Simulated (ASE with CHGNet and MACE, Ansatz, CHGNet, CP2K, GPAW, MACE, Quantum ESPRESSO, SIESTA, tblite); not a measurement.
**Glassy 86SiO2-5SrO-5ZnO-5MgO (mol %) (63 atoms) in machine-learned potentials**

Aim: run glassy 86SiO2-5SrO-5ZnO-5MgO (mol %) (63 atoms) in machine-learned potentials and see how near its forces come to a plane-wave reference, and at what cost.

Program: ASE with CHGNet and MACE. Level of theory: the method is named at each step. Results are calculated unless marked as measured.

## Step 1: Set-up

The cell holds 63 atoms: 19 Si, 1 Sr, 1 Zn, 1 Mg and 41 O. Its edges and angles: a = 9.658 Å, b = 9.658 Å, c = 9.658 Å, α = 90.0°, β = 90.0°, γ = 90.0°. 63 atoms (19 Si, 1 Sr, 1 Zn, 1 Mg, 41 O) placed at random at 2.44 g/cm³, melted at 4000 K for 10 ps at fixed volume with the Morse and Coulomb pair potential with partial charges (Pedone, Malavasi, Menziani, Cormack and Segre, J. Phys. Chem. B 110, 11780 (2006)). Quenched from 4000 K to 300 K at 50 K/ps and fixed volume, held 10 ps at zero pressure. Then every atom was moved at random, 0.05 Å r.m.s. a Cartesian component.

The yardstick, on the same geometry:

* method: Kohn-Sham DFT, PBE, SSSP efficiency 1.3.0 pseudopotentials, plane waves (Quantum ESPRESSO 7.5); sssp-pbe-1.3.0-efficiency, cutoffs 60/480 Ry, Γ point
* r.m.s. force component: 2.683 eV/Å
* longest force: 12.65 eV/Å
* pressure: 5.797 GPa
* gap (highest filled to lowest empty level): 2.472 eV
* time: 3.3 min on 2 MPI ranks of Arm Neoverse V1, shared host
* CPU time: 6.6 min

## Step 2: CHGNet 0.3.0 potential

Method: machine-learned interatomic potential CHGNet 0.3.0, trained on PBE(+U) plane-wave data.

File run.py:

```python
import numpy as np
from ase.io import read
import mlip  # loads the published weights by name

atoms = read("structure.xyz")
atoms.calc = mlip.calc("chgnet-0.3.0")
energy = atoms.get_potential_energy()
forces = atoms.get_forces()
print(f"energy {energy:.6f} eV")
print("forces (eV/A)")
for i, (a, f) in enumerate(zip(atoms, forces)):
    print(f"{i:4d} {a.symbol:2s} {f[0]:10.5f} {f[1]:10.5f} {f[2]:10.5f}")
stress = -atoms.get_stress(voigt=False) * 160.21766
print("stress (GPa, compression positive)")
for row in stress:
    print(" ".join(f"{x:10.4f}" for x in row))
```

File structure.xyz:

```xyz
63
Lattice="9.65803 0.00000 0.00000 0.00000 9.65803 0.00000 0.00000 0.00000 9.65803" Properties=species:S:1:pos:R:3 pbc="T T T"
Si 5.77483 1.73835 2.40070
Si 7.90065 7.49743 5.51966
Si 3.46105 0.09668 0.86410
Si 2.75051 5.03299 0.51670
Si 1.15829 2.42494 1.43354
Si 5.13962 3.87895 4.29502
Si 6.75135 6.12821 0.98377
Si 7.90645 3.03011 0.46919
Si 4.80757 0.39965 7.92944
Si 4.46713 3.55811 8.25597
Si 3.42290 8.91079 5.18240
Si 5.91516 6.15497 7.59730
Si 8.09324 0.30181 3.89170
Si 2.44986 3.72800 5.88541
Si 5.40299 6.78873 3.70743
Si 9.09555 8.11110 1.31098
Si 1.33059 1.59715 4.27899
Si 2.17113 7.09431 2.03137
Si 1.35280 6.70596 5.15343
Sr 8.46072 3.44512 6.22711
Zn 3.09665 7.64105 8.04166
Mg 8.07382 0.46832 8.53113
O 6.86589 0.99381 3.32449
O 0.64699 7.31876 1.47497
O 4.81540 5.34050 4.20337
O 6.52564 3.61944 4.98007
O 6.83624 6.98681 4.17459
O 2.91682 5.88918 1.81030
O 1.43287 2.44242 3.05300
O 2.75408 8.54456 1.71720
O 4.14658 4.08960 0.02386
O 5.74189 6.41902 2.09183
O 2.31242 0.37270 4.48587
O 6.20210 9.41812 8.10772
O 7.19620 6.53907 6.75879
O 4.74837 6.92162 6.95813
O 9.38036 1.07330 4.31511
O 7.90075 2.70763 8.53895
O 5.02160 2.93411 3.08729
O 2.65625 6.11199 9.01519
O 9.43464 6.92046 5.46461
O 1.69218 3.81569 0.71469
O 4.41015 8.00216 4.23398
O 5.51860 4.54797 7.42712
O 2.95796 3.76586 7.58590
O 1.34643 2.58710 5.75223
O 4.68328 0.73391 1.63057
O 1.75361 7.05857 3.74490
O 2.25602 7.93243 5.95331
O 2.13085 1.18543 0.95257
O 7.77858 7.21339 1.20358
O 1.81986 5.20549 5.70509
O 6.02429 6.31490 9.16470
O 7.45252 4.66860 0.90670
O 7.94740 8.99143 5.17535
O 4.00760 9.63021 6.48054
[... 3 atom lines left out ...]
O 9.14133 9.12771 0.10363
O 4.80806 2.01785 8.21715
O 6.76738 2.17151 1.15645
O 9.31333 2.39336 1.02955
```

The run is started by

```bash
OMP_NUM_THREADS=1 python run.py > output.txt
```

The program printed:

```text
CHGNet v0.3.0 initialized with 412,525 parameters
CHGNet will run on cpu
energy -495.431549 eV
forces (eV/A)
   0 Si    0.76121   -0.63613   -3.03640
   1 Si   -2.72072   -5.83504   -0.59916
   2 Si   -4.95521    2.19873    4.70749
   3 Si    2.23170   -4.13727   -5.83241
   4 Si    3.87759   -0.02076   -1.50383
   5 Si    0.50005   -2.67000    4.78419
   6 Si   -0.54729   -2.89459   -4.05207
   7 Si   -0.86054    2.92560   -0.33514
   8 Si   -0.99979    0.74392   -1.45901
   9 Si   -1.31594    2.62651   -2.91446
  10 Si   -2.36485   -0.64553    0.28740
  11 Si   -1.67056   -2.11029    0.88624
  12 Si    3.40454   -3.94603   -1.96736
  13 Si    3.59538    1.43196    4.77970
  14 Si   -1.72034   -1.94901   -1.79910
  15 Si   -7.03221    6.28256    0.73817
  16 Si   -2.79708   -2.79929    5.88402
  17 Si   -7.10563    8.96283    4.69854
  18 Si    0.50030   -0.29128    4.19626
  19 Sr   -1.04357    0.36593    0.27923
  20 Zn    1.00831   -1.36528   -1.31393
  21 Mg   -0.93292    0.07324    0.97802
  22 O    -3.66588    1.40791    0.46098
  23 O     6.78103   -5.45672    0.84878
[...]
55 O     1.40812    1.50457    1.44961
  56 O    -0.36108   -0.21492   -0.27725
  57 O     1.02679   -0.92712   -4.08557
  58 O     0.29780   -1.69128   -1.39186
  59 O    -0.31950    0.97660   -1.82590
  60 O     0.50860   -2.75563   -0.38299
  61 O    -1.62820   -0.93405    0.96741
  62 O    -1.80395    0.09658    0.25225
stress (GPa, compression positive)
    5.5346     0.7922     0.7699
    0.7922     6.1507    -0.3815
    0.7699    -0.3815     5.2912
```

Elapsed: 6.8 s, on 1 thread of Arm Neoverse V1, shared host; peak memory 0.95 GiB.

Banners, paths, timers and routine set-up lines are dropped from the logs unmarked, and long logs keep their key lines alone; longer cuts are marked.

Numbers from this run, and their distance from the reference:

* r.m.s. force component: 2.636 eV/Å
* r.m.s. difference of force components: 182.9 meV/Å
* longest difference of force vectors: 663.8 meV/Å
* force difference over r.m.s. force: 6.816 %
* slope of forces against the reference's: 0.9803
* correlation of force components: 0.9978
* pressure: 5.659 GPa
* pressure difference: -0.1382 GPa

Length of the force difference by element (eV/Å):

```
element  atoms  mean  most
     Mg      1  0.55  0.55
      O     41  0.24  0.64
     Si     19  0.34  0.66
     Sr      1  0.23  0.23
     Zn      1  0.41  0.41
```

A closer look about Si18, which bears the longest force: 11 atoms, nearest first, numbered in the order of the input, with positions taken from that point.

```
atom      x      y      z  distance (Å)  bonds     Fx     Fy  Fz (eV/Å)
Si18   0.00   0.00   0.00          0.00      4  -7.11   8.96       4.70
 O28   0.75  -1.21  -0.22          1.43      2   4.87  -6.37       1.65
 O30   0.58   1.45  -0.31          1.59      2   2.02  -0.03      -0.40
 O24  -1.52   0.22  -0.56          1.64      2   6.78  -5.46       0.85
 O48  -0.42  -0.04   1.71          1.76      2   1.58   0.23      -6.56
 Si4   0.58  -2.06  -1.51          2.62      4   2.23  -4.14      -5.83
 O40   0.49  -0.98  -2.67          2.89      2  -1.34   0.93       0.26
Si16  -2.73   1.02  -0.72          3.00      4  -7.03   6.28       0.74
 Si3   1.29   2.66  -1.17          3.18      4  -4.96   2.20       4.71
Si19  -0.82  -0.39   3.12          3.25      4   0.50  -0.29       4.20
 O43   2.24   0.91   2.20          3.27      2  -0.39   0.85      -0.51
```

Atoms are counted from 1 here, from 0 in the log.

Forces lie 6.8 % from the reference's, at 0.0090 times its CPU time (on 1 against 2 cores).

## Step 3: MACE MPA-0 medium potential

Method: machine-learned interatomic potential MACE MPA-0 medium, trained on PBE(+U) plane-wave data.

Edit run.py of step 2 so:

```diff
@@ -5,3 +5,3 @@
 atoms = read("structure.xyz")
-atoms.calc = mlip.calc("chgnet-0.3.0")
+atoms.calc = mlip.calc("mace-mpa-0-medium")
 energy = atoms.get_potential_energy()
```

structure.xyz is that of step 2.

The program printed:

```text
energy -467.104160 eV
forces (eV/A)
   0 Si    0.65602   -0.57451   -3.15856
   1 Si   -2.88116   -6.10819   -0.86199
   2 Si   -4.75482    2.23237    4.93477
   3 Si    2.55445   -4.12261   -5.49907
   4 Si    3.91588    0.07658   -1.34864
   5 Si    0.37871   -2.76494    4.54325
   6 Si   -0.52771   -2.80029   -4.30968
   7 Si   -0.79941    3.03919   -0.26026
   8 Si   -0.72028    0.86738   -1.38279
   9 Si   -1.24110    2.33586   -2.98541
  10 Si   -2.43011   -0.68666    0.19261
  11 Si   -1.79462   -1.81993    1.02816
  12 Si    3.22242   -4.08436   -2.07821
  13 Si    3.63738    1.52224    4.72424
  14 Si   -1.88598   -2.19246   -1.84986
  15 Si   -7.51615    6.47299    0.51590
  16 Si   -2.53930   -2.69441    5.75888
  17 Si   -7.24193    8.90975    4.52325
  18 Si    0.77941   -0.17250    3.82102
  19 Sr   -1.13662    0.55032    0.33224
  20 Zn    1.09375   -1.39529   -1.23150
  21 Mg   -1.49748    0.17134    1.07680
  22 O    -3.53962    1.33195    0.53550
  23 O     7.14890   -5.65512    0.88964
[...]
55 O     1.39389    1.48100    1.33607
  56 O    -0.21002   -0.30983   -0.22978
  57 O     0.97637   -0.92693   -4.13569
  58 O     0.42184   -1.58215   -1.27871
  59 O    -0.00835    0.86756   -1.74831
  60 O     0.47038   -2.59657   -0.38345
  61 O    -1.55764   -0.90787    0.85725
  62 O    -1.83591    0.10733    0.27370
stress (GPa, compression positive)
    5.3108     0.9277     0.7698
    0.9277     5.8710    -0.4341
    0.7698    -0.4341     5.2973
```

It took 9.2 s on 1 thread; peak memory 0.95 GiB.

Compared with the plane-wave run:

| Property | Result |
| --- | --- |
| r.m.s. force component | 2.643 eV/Å |
| r.m.s. difference of force components | 104.7 meV/Å |
| longest difference of force vectors | 523.4 meV/Å |
| force difference over r.m.s. force | 3.902 % |
| slope of forces against the reference's | 0.9845 |
| correlation of force components | 0.9993 |
| pressure | 5.493 GPa |
| pressure difference | -0.304 GPa |

Against the first run (6.8 %), the force difference from the reference is 3.9 %, at 2.0 times the CPU time.

## Step 4: MACE MP-0b3 medium potential

Method: machine-learned interatomic potential MACE MP-0b3 medium, trained on PBE(+U) plane-wave data.

Edit run.py of step 3 so:

```diff
@@ -5,3 +5,3 @@
 atoms = read("structure.xyz")
-atoms.calc = mlip.calc("mace-mpa-0-medium")
+atoms.calc = mlip.calc("mace-mp-0b3-medium")
 energy = atoms.get_potential_energy()
```

structure.xyz is that of step 3.

The program printed:

```text
energy -467.172341 eV
forces (eV/A)
   0 Si    0.79380   -0.63027   -3.15485
   1 Si   -2.83785   -5.87543   -0.93194
   2 Si   -4.73921    2.26614    4.95869
   3 Si    2.50376   -4.07618   -5.49239
   4 Si    3.82996    0.13037   -1.37220
   5 Si    0.40384   -2.79729    4.59877
   6 Si   -0.60296   -2.77620   -4.26341
   7 Si   -0.77116    2.95534   -0.20163
   8 Si   -0.72598    0.95291   -1.49072
   9 Si   -1.33718    2.37472   -2.95910
  10 Si   -2.39483   -0.54982    0.18250
  11 Si   -1.78421   -1.97685    1.13998
  12 Si    3.21469   -4.04039   -2.00701
  13 Si    3.57931    1.54867    4.81454
  14 Si   -1.92821   -2.06085   -1.83052
  15 Si   -7.29623    6.28139    0.40869
  16 Si   -2.49490   -2.68166    5.70995
  17 Si   -7.34076    8.99398    4.52181
  18 Si    0.72605   -0.28810    3.89235
  19 Sr   -0.97784    0.31576    0.26203
  20 Zn    1.03158   -1.33245   -1.27303
  21 Mg   -1.23433   -0.19170    1.00029
  22 O    -3.59165    1.30597    0.42067
  23 O     6.93187   -5.51108    0.91132
[...]
55 O     1.41030    1.43580    1.34888
  56 O    -0.15521   -0.32728   -0.27965
  57 O     0.97597   -0.96595   -4.07429
  58 O     0.38166   -1.50948   -1.24885
  59 O    -0.22184    1.05098   -1.79631
  60 O     0.48462   -2.63130   -0.34858
  61 O    -1.58449   -0.93067    0.92742
  62 O    -1.83945    0.11599    0.29661
stress (GPa, compression positive)
    5.2024     0.8519     0.6652
    0.8519     6.0611    -0.3482
    0.6652    -0.3482     5.0748
```

The job ended after 8.3 s (1 thread; peak memory 0.95 GiB).

Against the reference:

```
r.m.s. force component                  : 2.627 eV/Å
r.m.s. difference of force components   : 110.8 meV/Å
longest difference of force vectors     : 540.7 meV/Å
force difference over r.m.s. force      : 4.129 %
slope of forces against the reference's : 0.9785
correlation of force components         : 0.9993
pressure                                : 5.446 GPa
pressure difference                     : -0.3509 GPa
```

Against the first run (6.8 %), the force difference from the reference is 4.1 %, at 2.0 times the CPU time.

## Step 5: All runs compared

Differences are against the plane-wave reference, forces as r.m.s. over components; share is that over the reference's r.m.s. force, slope the least-squares factor from reference forces to these. Total energies of different programs have different zeros and aren't compared.

```
                         run  Δ force, r.m.s. (meV/Å)  share (%)  slope  Δ pressure (GPa)  cores  CPU time  memory (GiB)
                   reference                        -          -      -                 -      2   6.6 min           2.6
      CHGNet 0.3.0 potential                      183       6.82  0.980            -0.138      1     3.6 s          0.95
 MACE MPA-0 medium potential                      105       3.90  0.985            -0.304      1     7.1 s          0.95
MACE MP-0b3 medium potential                      111       4.13  0.979            -0.351      1       7 s          0.95
```

Times of the machine-learned potentials are mostly Python's start and the loading of weights.

CPU time is summed over cores on a shared host, where runs went side by side, so it is rough. Symmetry, cutoffs, thresholds, outputs and thread counts weren't matched or tuned between programs; memory under MPI is the largest rank's times the ranks.

A second geometry, displaced anew (every atom was moved at random, 0.08 Å r.m.s. a Cartesian component), gives an energy difference that all programs can be tested on. The reference puts it at 218.8 meV/atom.

```
                         run  energy less the first geometry's (meV/atom)  error (meV/atom)  force share at the second geometry (%)
      CHGNet 0.3.0 potential                                        217.5             -1.31                                    5.89
 MACE MPA-0 medium potential                                        216.1             -2.72                                    4.04
MACE MP-0b3 medium potential                                        216.4             -2.43                                    4.27
```

## Step 6: What came out

| Quantity | Value |
| --- | --- |
| nearest in forces | MACE MPA-0 medium potential, 3.9 % |
| its CPU time | 7.1 s |

What this shows: Machine-learned potentials differ by 3.9 % (MACE MPA-0 medium potential) to 6.8 % (CHGNet 0.3.0 potential); they were trained on other programs' data. The energy difference between the two geometries, 219 meV/atom in the reference, is met best by CHGNet 0.3.0 potential (-1.31) and worst by MACE MPA-0 medium potential (-2.72). Forces of 2.7 eV/Å r.m.s. are well above thermal ones: they come largely from the bond lengths of the classical model and from the random displacements, and they dominate the comparison. The reference's pressure holds the uncorrected Pulay stress of its 60 Ry basis, so small pressure differences, and their order, may be the reference's own error. Machine-learned potentials mimic data converged in k, so the reference's own k-point error enters their differences. The quench rate of 50 K/ps is many orders above laboratory rates, so the cell is likely richer in defects and strain than a real sample. The network of bonds at the start is that of the classical potential that made the cell, and needn't be the one that DFT or experiment would give. The electronic-structure runs sample only Γ, in a cell whose shortest periodic width is 10 Å.

[Also dropped from logs without a mark: logging warnings of Python, and SIESTA's first energy breakdown and zero terms.]

[Logs are printed without paths, hosts, clocks, repeated set-up lines and the standing remarks that a program may print on its own settings, such as how far it seeks lower states.]

[Hosts, paths, dates, database ids (printed as entryN), source tags and the programs' standing remarks are cut or masked in the printed files.]
